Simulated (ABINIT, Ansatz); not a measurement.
# K2H6Pt (Fm-3m): one start, several treatments of the self-energy

Wanted: the gap of K2H6Pt (Fm-3m) under several approximations, with cost.

Method: LDA and many-body steps on it, plane waves, in ABINIT 10.8.3.

## 1. Starting point

Symmetry: Fm-3m, No. 225, cubic system. The conventional cell has a = 8.120 Å, b = 8.120 Å, c = 8.120 Å, α = 90.00°, β = 90.00°, γ = 90.00°. Nearest to K lie 12 H at 2.90 Å. Nearest to H lie 1 Pt at 1.64 Å and 4 H at 2.32 Å and 4 K at 2.90 Å. Pt has 6 H at 1.64 Å nearest. Farther neighbours are not listed.

As a file:

```cif
data_structure
_symmetry_space_group_name_H-M 'P 1'
_symmetry_Int_Tables_number 1
_cell_length_a 5.7417
_cell_length_b 5.7417
_cell_length_c 5.7417
_cell_angle_alpha 60.000
_cell_angle_beta 60.000
_cell_angle_gamma 60.000
_cell_volume 133.85
loop_
_atom_site_label
_atom_site_type_symbol
_atom_site_fract_x
_atom_site_fract_y
_atom_site_fract_z
_atom_site_occupancy
K1 K 0.75000 0.75000 0.75000 1
K2 K 0.25000 0.25000 0.25000 1
H3 H 0.79786 0.79786 0.20214 1
H4 H 0.20214 0.79786 0.20214 1
H5 H 0.79786 0.20214 0.20214 1
H6 H 0.20214 0.20214 0.79786 1
H7 H 0.79786 0.20214 0.79786 1
H8 H 0.20214 0.79786 0.79786 1
Pt9 Pt 0.00000 0.00000 0.00000 1
```

The cell and positions are those that the Materials Project relaxed with its own functionals (PBE, PBE+U or r2SCAN), kept fixed. Spin-orbit coupling is left out unless a step names it.

## 2. Empty states on the mesh, 2×2×2 mesh, 260 bands

This step: ABINIT 10.8.3; DFT, LDA, plane waves, norm-conserving pseudopotentials.

The sums over transitions need many empty states on a uniform mesh; this step solves for them.

Input file run.abi:

```
acell 3*1.0 Angstrom
rprim 
  0.000000000000 4.060020550000 4.060020550000
  4.060020550000 0.000000000000 4.060020550000
  4.060020550000 4.060020550000 0.000000000000
ntypat 3
znucl 19 1 78
natom 9
typat 1 1 2 2 2 2 2 2 3
xred 
  0.750000000000 0.750000000000 0.750000000000
  0.250000000000 0.250000000000 0.250000000000
  0.797862200000 0.797862200000 0.202137800000
  0.202137800000 0.797862200000 0.202137800000
  0.797862200000 0.202137800000 0.202137800000
  0.202137800000 0.202137800000 0.797862200000
  0.797862200000 0.202137800000 0.797862200000
  0.202137800000 0.797862200000 0.797862200000
  0.000000000000 0.000000000000 0.000000000000
pp_dirpath "pseudos"
pseudos "K.upf, H.upf, Pt.upf"
ecut 34
ngkpt 2 2 2
nshiftk 1
shiftk 0 0 0
kptopt 1
chksymbreak 0
iscf -2
irdden 1
istwfk *1
nband 260
nbdbuf 22
tolwfr 1e-09
nstep 60
prtvol 0
indata_prefix "in"
outdata_prefix "out"
tmpdata_prefix "tmp"
```

Started as:

```sh
$ OMP_NUM_THREADS=1 mpirun -n 4 abinit run.abi > log
```

Numbers of over 12 decimals in the logs are rounded to 6 here.

Output:

```text
.Version 10.8.3 of ABINIT. v10.8.2 released Aug 2026.

 Symmetries : space group Fm -3 m (#225); Bravais cF (face-center cubic)
[... echo of the input left out ...]
== DATASET  1 ==================================================================
-   mpi_nproc: 4, omp_nthreads: 1 (-1 if OMP is not activated)
-    --> not optimal distribution: autoparal keyword recommended in input file <--

--- !DatasetInfo
iteration_state: {dtset: 1, }
dimensions: {natom: 9, nkpt: 3, mband: 260, nsppol: 1, nspinor: 1, nspden: 1, mpw: 8609, }
cutoff_energies: {ecut:  34.0, pawecutdg:  -1.0, }
[...]
2.78875    2.78875    2.83249    2.83249    2.83249    2.83558    2.84195    2.86160
   2.86160    2.86160    2.88113    2.88810    2.88811    2.88818    2.90726    2.90777
   2.91621    2.91713    2.92825    2.92988
 prteigrs : prtvol=0 or 1, do not print more k-points.

== END DATASET(S) ==============================================================
================================================================================

 -outvars: echo values of variables after computation  --------
            nband         260
             nkpt           3
          spgroup         225
 [... the other variables as echoed above ...]

 Calculation completed.
```

Wall time 2.8 min (4 MPI ranks of Arm Neoverse V1, shared host); peak memory 0.45 GiB.

Numbers from this step:

```
gap                                                           : 3.719 eV
k of the valence top                                          : 0.5, 0, 0
k of the conduction bottom                                    : 0.5, 0.5, 0
least direct gap                                              : 3.838 eV
k points computed                                             : 3
lowest point of the top converged band, above the valence top : 74.7282 eV
```

On this mesh the gap is 3.719 eV.

The density comes from a self-consistent run that is not shown.

## 3. Screening, 2×2×2 mesh, 109 bands, screening to 114.3 eV

The RPA dielectric matrix is built and inverted for each q.

This step: RPA screening on LDA, plane waves, norm-conserving pseudopotentials.

run.abi, as its differences from that of step 2:

```diff
@@ -27,10 +27,11 @@
 chksymbreak 0
-iscf -2
-irdden 1
 istwfk *1
-nband 260
-nbdbuf 22
-tolwfr 1e-09
-nstep 60
-prtvol 0
+occopt 1
+irdwfk 1
+optdriver 3
+nband 109
+ecuteps 4.2
+inclvkb 2
+awtr 1
+symchi 1
 indata_prefix "in"
```

Output:

```text
.Version 10.8.3 of ABINIT. v10.8.2 released Aug 2026.

 Symmetries : space group Fm -3 m (#225); Bravais cF (face-center cubic)
[... echo of the input left out ...]
== DATASET  1 ==================================================================
-   mpi_nproc: 4, omp_nthreads: 1 (-1 if OMP is not activated)

--- !DatasetInfo
iteration_state: {dtset: 1, }
dimensions: {natom: 9, nkpt: 3, mband: 109, nsppol: 1, nspinor: 1, nspden: 1, mpw: 8609, }
cutoff_energies: {ecut:  34.0, pawecutdg:  -1.0, }
electrons: {nelect:   4.20000000E+01, charge:   0.00000000E+00, occopt:   1.00000000E+00, tsmear:   1.00000000E-02, }

 SCREENING: Calculation of the susceptibility and dielectric matrices

 Based on a program developped by R.W. Godby, V. Olevano, G. Onida, and L. Reining.
 Incorporated in ABINIT by V. Olevano, G.-M. Rignanese, and M. Torrent.
.Using double precision arithmetic ; gwpc =  8

[... cell and pseudopotentials left out ...]
--------------------------------------------------------------------------------

 ==== K-mesh for the wavefunctions ====
 Number of points in the irreducible wedge :     3
[... list of points left out ...]
 Together with 48 symmetry operations and time-reversal symmetry
 yields     8 points in the full Brillouin Zone.

 ==== Q-mesh for the screening function ====
 Number of points in the irreducible wedge :     3
[... list of points left out ...]
 Together with 48 symmetry operations and time-reversal symmetry
 yields     8 points in the full Brillouin Zone.

 setmesh: FFT mesh size selected  =    40x   40x   40
          total number of points  =        64000

 vcoul_init : cutoff-mode = AUXILIARY_FUNCTION
 q-points for optical limit:   1
     1)      0.000010    0.000020    0.000030

- screening: taking advantage of time-reversal symmetry
- Maximum band index for partially occupied states nbvw = 21
- Remaining bands to be divided among processors   nbcw = 88
- Number of bands treated by each node ~22

 Number of electrons calculated from density =   42.0000; Expected =   42.0000
 average of density, n =  0.046498
 r_s =    1.7251
 omega_plasma =   20.8005 [eV]

 calculating chi0 at frequencies [eV] :
  1    0.000000E+00    0.000000E+00
  2    0.000000E+00    2.080054E+01

--------------------------------------------------------------------------------
  q-point number  1        q = ( 0.000000, 0.000000, 0.000000) [r.l.u.]
--------------------------------------------------------------------------------
[... chi0 elements left out ...]
 For q-point:  0.000010 0.000020 0.000030
  dielectric constant =   3.0019
  dielectric constant without local fields =   3.8678

  Average fulfillment of the sum rule on Im[epsilon] for q-point    1 :     56.48  [%]
[... wings left out ...]
  q-point number  2        q = ( 0.500000, 0.000000, 0.000000) [r.l.u.]
--------------------------------------------------------------------------------
[... chi0 elements left out ...]
  Average fulfillment of the sum rule on Im[epsilon] for q-point    2 :     63.41  [%]

 [... 1 further q-points ...]
```

Elapsed: 19 s, on 4 MPI ranks; peak memory 1.5 GiB.

This step gave:

* ε∞ with local fields, on this mesh, along the program's q direction: 3.002
* the same without local fields: 3.868
* plasma frequency: 20.80 eV
* plane waves in the screening matrix: 339

Local fields lower ε∞ by 22 %. On a Γ-centred mesh this coarse the value itself is usually too large, while a short band sum pulls it down.

## 4. G0W0, Godby-Needs plasmon pole

The self-energy is evaluated for the states that the input lists, and the levels follow from it, in one-shot runs by the linearised quasiparticle equation.

This step: G0W0 on LDA, plane waves, norm-conserving pseudopotentials.

run.abi, as its differences from that of step 3:

```diff
@@ -30,8 +30,19 @@
 irdwfk 1
-optdriver 3
+optdriver 4
 nband 109
+gwcalctyp 0
+ecutsigx 34
+symsigma 1
+nkptgw 3
+kptgw 
+  0.5000000000 0.0000000000 0.0000000000
+  0.5000000000 0.5000000000 0.0000000000
+  0.0000000000 0.0000000000 0.0000000000
+bdgw 
+  20 23
+  20 23
+  19 24
 ecuteps 4.2
-inclvkb 2
-awtr 1
-symchi 1
+irdscr 1
+ppmodel 1
 indata_prefix "in"
```

Output:

```text
.Version 10.8.3 of ABINIT. v10.8.2 released Aug 2026.

 Symmetries : space group Fm -3 m (#225); Bravais cF (face-center cubic)
[... echo of the input left out ...]
== DATASET  1 ==================================================================
-   mpi_nproc: 4, omp_nthreads: 1 (-1 if OMP is not activated)

--- !DatasetInfo
iteration_state: {dtset: 1, }
dimensions: {natom: 9, nkpt: 3, mband: 109, nsppol: 1, nspinor: 1, nspden: 1, mpw: 8609, }
cutoff_energies: {ecut:  34.0, pawecutdg:  -1.0, }
electrons: {nelect:   4.20000000E+01, charge:   0.00000000E+00, occopt:   1.00000000E+00, tsmear:   1.00000000E-02, }

 SIGMA: Calculation of the GW corrections

 Based on a program developped by R.W. Godby, V. Olevano, G. Onida, and L. Reining.
 Incorporated in ABINIT by V. Olevano, G.-M. Rignanese, and M. Torrent.
.Using double precision arithmetic ; gwpc =  8

[... cell and pseudopotentials left out ...]
--------------------------------------------------------------------------------

 ==== K-mesh for the wavefunctions ====
 Number of points in the irreducible wedge :     3
[... list of points left out ...]
 Together with 48 symmetry operations and time-reversal symmetry
 yields     8 points in the full Brillouin Zone.

 ==== Q-mesh for screening function ====
 Number of points in the irreducible wedge :     3
[... list of points left out ...]
 Together with 48 symmetry operations and time-reversal symmetry
 yields     8 points in the full Brillouin Zone.

 vcoul_init : cutoff-mode = AUXILIARY_FUNCTION
 q-points for optical limit:   1
     1)      0.000010    0.000020    0.000030
 setmesh: FFT mesh size selected  =    60x   60x   60
          total number of points  =       216000

 Number of electrons calculated from density =   42.0000; Expected =   42.0000
 average of density, n =  0.046498
 r_s =    1.7251
 omega_plasma =   20.8005 [eV]

 === KS Band Gaps ===
  >>>> For spin  1
   Minimum direct gap =   3.8383 [eV], located at k-point      :   0.5000  0.5000  0.0000
   Fundamental gap    =   3.7189 [eV], Top of valence bands at :   0.5000  0.0000  0.0000
                                       Bottom of conduction at :   0.5000  0.5000  0.0000
 SIGMA fundamental parameters:
 PLASMON POLE MODEL  1
 number of plane-waves for SigmaX                 8609
 number of plane-waves for SigmaC and W            339
 number of plane-waves for wavefunctions          8609
 number of bands                                   109
 number of independent spin polarizations            1
 number of spinorial components                      1
 number of k-points in IBZ                           3
 number of q-points in IBZ                           3
 number of symmetry operations                      48
 number of k-points in BZ                            8
 number of q-points in BZ                            8
 number of frequencies for dSigma/dE                 9
 frequency step for dSigma/dE [eV]                0.25
 number of omega for Sigma on real axis              0
 max omega for Sigma on real axis  [eV]           0.00
 zcut for avoiding poles [eV]                     0.10

 EPSILON^-1 parameters (SCR file):
 dimension of the eps^-1 matrix on file            339
 dimension of the eps^-1 matrix used               339
 number of plane-waves for wavefunctions          8609
 number of bands                                   109
 number of q-points in IBZ                           3
 number of frequencies                               2
 number of real frequencies                          1
 number of imag frequencies                          1

 matrix elements of self-energy operator (all in [eV])

 Perturbative Calculation

--- !SelfEnergy_ee
iteration_state: {dtset: 1, }
kpoint     : [   0.500,    0.000,    0.000, ]
spin       : 1
KS_gap     :    5.469
QP_gap     :    8.148
Delta_QP_KS:    2.679
data: !SigmaeeData |
     Band     E0 <VxcDFT>   SigX SigC(E0)      Z dSigC/dE  Sig(E)    E-E0       E
       20   0.204 -11.659 -14.635   1.861   0.822  -0.217 -12.576  -0.917  -0.713
       21   0.204 -11.659 -14.635   1.861   0.822  -0.217 -12.576  -0.917  -0.713
       22   5.673 -11.930  -7.508  -2.332   0.843  -0.186 -10.169   1.762   7.435
       23   5.673 -11.930  -7.508  -2.332   0.843  -0.186 -10.169   1.762   7.435

--- !SelfEnergy_ee
iteration_state: {dtset: 1, }
kpoint     : [   0.500,    0.500,    0.000, ]
spin       : 1
KS_gap     :    3.838
QP_gap     :    6.234
Delta_QP_KS:    2.396
data: !SigmaeeData |
     Band     E0 <VxcDFT>   SigX SigC(E0)      Z dSigC/dE  Sig(E)    E-E0       E
       20   0.084 -11.595 -14.627   1.857   0.822  -0.217 -12.561  -0.966  -0.881
       21   0.084 -11.595 -14.627   1.857   0.822  -0.217 -12.561  -0.966  -0.881
[...]
--- !SelfEnergy_ee
iteration_state: {dtset: 1, }
kpoint     : [   0.000,    0.000,    0.000, ]
spin       : 1
KS_gap     :    5.219
QP_gap     :    7.450
Delta_QP_KS:    2.232
data: !SigmaeeData |
     Band     E0 <VxcDFT>   SigX SigC(E0)      Z dSigC/dE  Sig(E)    E-E0       E
[...]
22   5.180  -7.814  -3.498  -2.796   0.859  -0.164  -6.507   1.307   6.486
       23   6.121 -12.607  -7.789  -2.421   0.842  -0.187 -10.588   2.019   8.140
       24   6.121 -12.607  -7.789  -2.421   0.842  -0.187 -10.588   2.019   8.140

 New Fermi energy :        8.683446E-02 Ha ,    2.362886E+00 eV

 === QP Band Gaps ===
  >>>> For spin  1
   Minimum direct gap =   6.2344 [eV], located at k-point      :   0.5000  0.5000  0.0000
   Fundamental gap    =   6.0662 [eV], Top of valence bands at :   0.5000  0.0000  0.0000
                                       Bottom of conduction at :   0.5000  0.5000  0.0000

== END DATASET(S) ==============================================================
================================================================================

 -outvars: echo values of variables after computation  --------
           etotal      0.0000000000E+00
            nband         109
             nkpt           3
          spgroup         225
 [... the other variables as echoed above ...]

 Calculation completed.
```

It took 14 s on 4 MPI ranks; peak memory 1 GiB.

This step gave:

| Property | Result |
| --- | --- |
| G0W0 gap on the points computed | 6.066 eV |
| starting gap on the mesh | 3.719 eV |
| k of the valence top | 0.5, 0, 0 |
| k of the conduction bottom | 0.5, 0.5, 0 |
| Z at the valence top | 0.822 |
| Z at the conduction bottom | 0.851 |
| least direct G0W0 gap on the computed points | 6.234 eV |

The gap on the mesh goes from 3.72 eV to 6.07 eV, a correction of +2.35 eV.

## 5. G0W0, Engel-Farid plasmon pole

run.abi, as its differences from that of step 4:

```diff
@@ -46,3 +46,3 @@
 irdscr 1
-ppmodel 1
+ppmodel 4
 indata_prefix "in"
```

Output:

```text
.Version 10.8.3 of ABINIT. v10.8.2 released Aug 2026.

 Symmetries : space group Fm -3 m (#225); Bravais cF (face-center cubic)
[... echo of the input left out ...]
== DATASET  1 ==================================================================
-   mpi_nproc: 4, omp_nthreads: 1 (-1 if OMP is not activated)

--- !DatasetInfo
iteration_state: {dtset: 1, }
dimensions: {natom: 9, nkpt: 3, mband: 109, nsppol: 1, nspinor: 1, nspden: 1, mpw: 8609, }
cutoff_energies: {ecut:  34.0, pawecutdg:  -1.0, }
electrons: {nelect:   4.20000000E+01, charge:   0.00000000E+00, occopt:   1.00000000E+00, tsmear:   1.00000000E-02, }

 SIGMA: Calculation of the GW corrections

 Based on a program developped by R.W. Godby, V. Olevano, G. Onida, and L. Reining.
 Incorporated in ABINIT by V. Olevano, G.-M. Rignanese, and M. Torrent.
.Using double precision arithmetic ; gwpc =  8

[... cell and pseudopotentials left out ...]
--------------------------------------------------------------------------------

 ==== K-mesh for the wavefunctions ====
 Number of points in the irreducible wedge :     3
[... list of points left out ...]
 Together with 48 symmetry operations and time-reversal symmetry
 yields     8 points in the full Brillouin Zone.

 ==== Q-mesh for screening function ====
 Number of points in the irreducible wedge :     3
[... list of points left out ...]
 Together with 48 symmetry operations and time-reversal symmetry
 yields     8 points in the full Brillouin Zone.

 vcoul_init : cutoff-mode = AUXILIARY_FUNCTION
 q-points for optical limit:   1
     1)      0.000010    0.000020    0.000030
 setmesh: FFT mesh size selected  =    60x   60x   60
          total number of points  =       216000

 Number of electrons calculated from density =   42.0000; Expected =   42.0000
[...]
Perturbative Calculation

--- !SelfEnergy_ee
iteration_state: {dtset: 1, }
kpoint     : [   0.500,    0.000,    0.000, ]
spin       : 1
KS_gap     :    5.469
QP_gap     :    8.269
Delta_QP_KS:    2.799
data: !SigmaeeData |
     Band     E0 <VxcDFT>   SigX SigC(E0)      Z dSigC/dE  Sig(E)    E-E0       E
       20   0.204 -11.659 -14.635   1.759   0.831  -0.203 -12.671  -1.013  -0.809
       21   0.204 -11.659 -14.635   1.759   0.831  -0.203 -12.671  -1.013  -0.809
       22   5.673 -11.930  -7.508  -2.324   0.852  -0.174 -10.144   1.787   7.460
[...]
--- !SelfEnergy_ee
iteration_state: {dtset: 1, }
kpoint     : [   0.500,    0.500,    0.000, ]
spin       : 1
KS_gap     :    3.838
QP_gap     :    6.334
Delta_QP_KS:    2.496
data: !SigmaeeData |
     Band     E0 <VxcDFT>   SigX SigC(E0)      Z dSigC/dE  Sig(E)    E-E0       E
[...]
--- !SelfEnergy_ee
iteration_state: {dtset: 1, }
kpoint     : [   0.000,    0.000,    0.000, ]
spin       : 1
KS_gap     :    5.219
QP_gap     :    7.498
Delta_QP_KS:    2.279
data: !SigmaeeData |
     Band     E0 <VxcDFT>   SigX SigC(E0)      Z dSigC/dE  Sig(E)    E-E0       E
[...]
23   6.121 -12.607  -7.789  -2.404   0.851  -0.175 -10.553   2.054   8.175
       24   6.121 -12.607  -7.789  -2.404   0.851  -0.175 -10.553   2.054   8.175

 New Fermi energy :        8.691308E-02 Ha ,    2.365025E+00 eV

 === QP Band Gaps ===
  >>>> For spin  1
   Minimum direct gap =   6.3343 [eV], located at k-point      :   0.5000  0.5000  0.0000
   Fundamental gap    =   6.1660 [eV], Top of valence bands at :   0.5000  0.0000  0.0000
                                       Bottom of conduction at :   0.5000  0.5000  0.0000

== END DATASET(S) ==============================================================
================================================================================

 -outvars: echo values of variables after computation  --------
           etotal      0.0000000000E+00
            nband         109
             nkpt           3
          spgroup         225
 [... the other variables as echoed above ...]

 Calculation completed.
```

Wall time 8.4 s (4 MPI ranks); peak memory 1 GiB; 33 s of CPU time.

Numbers from this step:

```yaml
g0w0_gap_on_the_points_computed: 6.166 eV
starting_gap_on_the_mesh: 3.719 eV
k_of_the_valence_top: 0.5, 0, 0
k_of_the_conduction_bottom: 0.5, 0.5, 0
z_at_the_valence_top: 0.831
z_at_the_conduction_bottom: 0.859
least_direct_g0w0_gap_on_the_computed_points: 6.334 eV
```

Against G0W0 in ABINIT (2×2×2 mesh, 109 bands, screening to 114.3 eV, Godby-Needs plasmon pole), the gap moves by +0.100 eV.

(Part 1 of 2 ends here.)

[Paths, hosts, dates, memory and timing lines, banners, echoed tables and standing remarks are left out of the program output.]

[Logs are printed without paths, hosts, clocks, repeated set-up lines and the standing remarks that a program may print on its own settings, such as how far it seeks lower states.]

[Runs of the session that timed out or met a known fault of the program may be left out.]

[Hosts, paths, dates, database ids (printed as entryN), source tags and the programs' standing remarks are cut or masked in the printed files.]

[G0W0 gaps are taken among the corrected bands and points alone; a level outside them can change the order at an edge.]

[Where Ansatz stands beside ABINIT at settings called matched, ABINIT's density can come from a denser mesh and the files from another edition; pairs whose starting gaps differed by over 0.03 eV were left out, so agreement reads better than it is.]
